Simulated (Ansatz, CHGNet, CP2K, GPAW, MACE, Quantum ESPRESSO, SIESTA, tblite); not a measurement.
# Running random rock-salt (Na, Li, K)Cl solid solution (64 atoms) with GPAW, part 2 of 2

How do the settings of GPAW change the result for random rock-salt (Na, Li, K)Cl solid solution (64 atoms)? A plane-wave run serves as the yardstick.

Program: GPAW 26.7.0; the method stands at each step. Banners, paths, timers and routine set-up lines are dropped from the logs unmarked, and long logs keep their key lines alone; longer cuts are marked.

So far. Step 2 (PBE, LCAO dzp, h 0.2 Å): Forces lie 17 % from the reference's, at 0.53 times its CPU time (on 1 against 2 cores). Step 3 (PBE, LCAO dzp, h 0.16 Å): Against the first run (17 %), the force difference from the reference is 17 %, at 2.0 times the CPU time.

## (4) LDA, LCAO dzp, h 0.2 Å

Method: Kohn-Sham DFT, LDA, PAW, atomic orbitals (dzp).

run.py reads:

```python
import numpy as np
from ase.io import read
from gpaw import GPAW, FermiDirac

atoms = read("structure.xyz")
atoms.calc = GPAW(
    mode="lcao",
    basis="dzp",
    h=0.2,
    xc="LDA",
    kpts={"size": (1, 1, 1), "gamma": True},
    occupations=FermiDirac(0.05),
    maxiter=200,
    symmetry={"point_group": False},
    txt="gpaw.txt",
)
energy = atoms.get_potential_energy(force_consistent=True)
forces = atoms.get_forces()
print(f"energy {energy:.6f} eV")
print("forces (eV/A)")
for i, (a, f) in enumerate(zip(atoms, forces)):
    print(f"{i:4d} {a.symbol:2s} {f[0]:10.5f} {f[1]:10.5f} {f[2]:10.5f}")
print(f"Fermi level {atoms.calc.get_fermi_level():.4f} eV")
for k in range(len(atoms.calc.get_ibz_k_points())):
    for s in range(atoms.calc.get_number_of_spins()):
        e = atoms.calc.get_eigenvalues(kpt=k, spin=s)
        n = np.searchsorted(e, atoms.calc.get_fermi_level())
        print(f"k {k} spin {s} levels about the Fermi level:", np.round(e[max(n - 6, 0):n], 4).tolist(), "|", np.round(e[n:n + 6], 4).tolist())
```

structure.xyz reads:

```xyz
64
Lattice="11.38200 0.00000 0.00000 0.00000 11.38200 0.00000 0.00000 0.00000 11.38200" Properties=species:S:1:pos:R:3 pbc="T T T"
[... 64 atom lines left out: the same atoms as in the first run ...]
```

The run is started by

```sh
$ OMP_NUM_THREADS=1 python run.py > output.txt
```

What it wrote:

```text
energy -227.820953 eV
forces (eV/A)
   0 Na    0.19223   -0.08976   -0.07976
   1 Cl    0.07609   -0.17958   -0.17310
   2 Li   -0.10695    0.11933    0.21322
   3 Cl    0.12539   -0.12642   -0.09429
   4 K    -0.16657    0.23884   -0.08321
   5 Cl    0.02637   -0.07640    0.18429
   6 Na   -0.59157   -0.03380    0.01890
   7 Cl   -0.31520    0.05616    0.12382
   8 Na    0.47596    0.19390    0.09081
   9 Cl   -0.00002    0.10474    0.01734
  10 K     0.42743    0.29493   -0.25557
  11 Cl    0.26261   -0.01271    0.18295
  12 K    -0.26566    0.09728   -0.12285
  13 Cl   -0.11406   -0.06142   -0.04722
  14 Li   -0.64272    0.30733    0.10239
  15 Cl    0.15413   -0.46530   -0.29036
  16 Li    0.24161    0.07182   -0.04806
  17 Cl    0.14040   -0.00595    0.02073
  18 K     0.45061   -0.20834   -0.03620
  19 Cl    0.01242   -0.02074   -0.07038
  20 Li   -0.20260   -0.04137    0.21367
  21 Cl   -0.11934    0.15487   -0.30662
  22 Na    0.00167   -0.07509   -0.06875
  23 Cl   -0.30841    0.10447    0.38259
[...]
56 K    -0.03380    0.02771    0.01180
  57 Cl   -0.28176   -0.02465    0.03956
  58 K    -0.13814   -0.00189   -0.21897
  59 Cl   -0.04928    0.17728    0.04495
  60 Li   -0.15181    0.62324   -0.39061
  61 Cl    0.21610   -0.50020    0.08174
  62 Li   -0.03912   -0.53730    0.28016
  63 Cl    0.42482   -0.16802   -0.27530
Fermi level 2.2792 eV
k 0 spin 0 levels about the Fermi level: [0.4242, 0.501, 0.5848, 0.6743, 0.7643, 0.9085] | [4.3166, 5.5128, 5.8346, 6.0448, 6.1773, 6.2754]
```

gpaw.txt:

```text
Input parameters:
  mode=LCAO(),
  basis={'default': 'dzp'},
  h=0.2,
  kpts=MonkhorstPack(size=(1, 1, 1), gamma=True),
  maxiter=200,
  occupations=Occupations(name='fermi-dirac', width=0.05, fixmagmom=False),
  symmetry=Symmetry(point_group=False),
  xc=XC(name='LDA')
Unit cell  # Å
| periodic |         x |         y |         z |   lengths |    angles |
[... lines left out ...]
  Fermi-Dirac:
[... lines left out ...]
convergence criteria:
- Maximum [total energy] change in last 3 cyles: 0.0005 eV / valence electron
[... lines left out ...]
Converged in 7 steps
[... lines left out ...]
  Free energy:    -227.820953
  Extrapolated:   -227.820953
dipole moment: (50.340627, -279.729086, -138.014718)  # |e|*Ang
Fermi level: 2.279
Eigenvalues  # (at kpt = [0.000, 0.000, 0.000])
| band index |      eig [eV] | occ [0-2] |
|------------|---------------|-----------|
|          0 |       -27.655 |     2.000 |
|        ... |               |           |
|        194 |         0.312 |     2.000 |
|        195 |         0.385 |     2.000 |
[...]
|        209 |         6.713 |     0.000 |
|        ... |               |           |
|        246 |         9.066 |     0.000 |
Gap: 3.408 eV
Transition (v -> c):
  (s=0, k=0, n=201, [0.00, 0.00, 0.00]) -> (s=0, k=0, n=202, [0.00, 0.00, 0.00])
No difference between direct/indirect transitions
Force computation time: 64.952  # s
timing:  # [seconds]
  Total:  241.245  # ━━━━━━━━━━━━━━━━━━━━━━━━━━━━━━━━━━━━━━━━━━━━━━━━━━━━━━━━
  Init:     9.483  # ━━
  SCF:    166.774  # ━━━━━━━━━━━━━━━━━━━━━━━━━━━━━━━━━━━━━━╸
  Forces:  64.952  # ━━━━━━━━━━━━━━━
```

Run time: 4 min. Hardware: 1 thread of Arm Neoverse V1, shared host; peak memory 1.6 GiB.

Numbers from this run, and their distance from the reference:

```
r.m.s. force component                           : 0.2546 eV/Å
r.m.s. difference of force components            : 40.63 meV/Å
longest difference of force vectors              : 135.7 meV/Å
force difference over r.m.s. force               : 16.33 %
slope of forces against the reference's          : 1.01
correlation of force components                  : 0.9873
gap (highest filled to lowest empty level) : 3.408 eV
gap difference                                   : -0.5348 eV
```

Against the first run (17 %), the force difference from the reference is 16 %, at 0.87 times the CPU time; the model has changed, so this is no error of the program alone.

## (5) Side by side

Differences are against the plane-wave reference, forces as r.m.s. over components; share is that over the reference's r.m.s. force, slope the least-squares factor from reference forces to these. Total energies of different programs have different zeros and aren't compared.

```
                         run  Δ force, r.m.s. (meV/Å)  share (%)  slope  Δ gap (eV)  cores  CPU time  memory (GiB)
                   reference                        -          -      -           -      2   8.7 min           3.2
 GPAW PBE, LCAO dzp, h 0.2 Å                     42.7       17.2  1.088      -0.225      1   4.6 min           1.6
GPAW PBE, LCAO dzp, h 0.16 Å                     41.5       16.7  1.089      -0.225      1   9.4 min           3.2
 GPAW LDA, LCAO dzp, h 0.2 Å                     40.6       16.3  1.010      -0.535      1     4 min           1.6
```

CPU time is summed over cores on a shared host, where runs went side by side, so it is rough. Symmetry, cutoffs, thresholds, outputs and thread counts weren't matched or tuned between programs; memory under MPI is the largest rank's times the ranks.

Within one program, basis, potentials and functional, energies share a zero. Each run against its twin at the usual cutoff or grid and solver:

```
                         run               twin  Δ energy (meV/atom)  Δ force, r.m.s. (meV/Å)  CPU time over the twin's
GPAW PBE, LCAO dzp, h 0.16 Å  LCAO dzp, h 0.2 Å                -29.9                     18.8                       2.0
```

A second geometry, displaced anew (every atom was moved at random, 0.04 Å r.m.s. a Cartesian component), gives an energy difference that all programs can be tested on. The reference puts it at -5.091 meV/atom.

```
                         run  energy less the first geometry's (meV/atom)  error (meV/atom)  force share at the second geometry (%)
 GPAW PBE, LCAO dzp, h 0.2 Å                                       -5.244            -0.153                                    19.8
GPAW PBE, LCAO dzp, h 0.16 Å                                       -5.290            -0.199                                    19.0
 GPAW LDA, LCAO dzp, h 0.2 Å                                       -5.341            -0.250                                    18.4
```

## (6) Outcome

```yaml
nearest_in_forces: GPAW LDA, LCAO dzp, h 0.2 Å, 16 %
its_cpu_time: 4 min
```

In words: The PBE runs in local orbitals differ by 17 % in each run; basis, grid and potentials can all enter. Rows with another functional or a dispersion term differ by 16 % (GPAW LDA, LCAO dzp, h 0.2 Å), which mixes the change of model with differences of basis and potentials. One electronic-structure run takes under half the reference's CPU time: GPAW LDA, LCAO dzp, h 0.2 Å, at 16 % in 4 min against 8.7 min. At the same functional, the gap of these runs lies 0.22 eV below the reference's 3.94 eV. These are spacings on the run's k-points, which needn't hold the band edges. The energy difference between the two geometries, -5.09 meV/atom in the reference, is met best by GPAW PBE, LCAO dzp, h 0.2 Å (-0.153) and worst by GPAW LDA, LCAO dzp, h 0.2 Å (-0.25). The potentials hold different valence shells: 446 electrons in the reference, 404 in GPAW; this bears on time and differences. The host structure and its lattice constant were typed by rule, without a check against the phase diagram. The reference's pressure of 2.1 GPa belongs to a cell and atoms that aren't relaxed at this level. The electronic-structure runs sample only Γ, in a cell whose shortest periodic width is 11 Å.

[Also dropped from logs without a mark: logging warnings of Python, and SIESTA's first energy breakdown and zero terms.]

[Logs are printed without paths, hosts, clocks, repeated set-up lines and the standing remarks that a program may print on its own settings, such as how far it seeks lower states.]

[Hosts, paths, dates, database ids (printed as entryN), source tags and the programs' standing remarks are cut or masked in the printed files.]
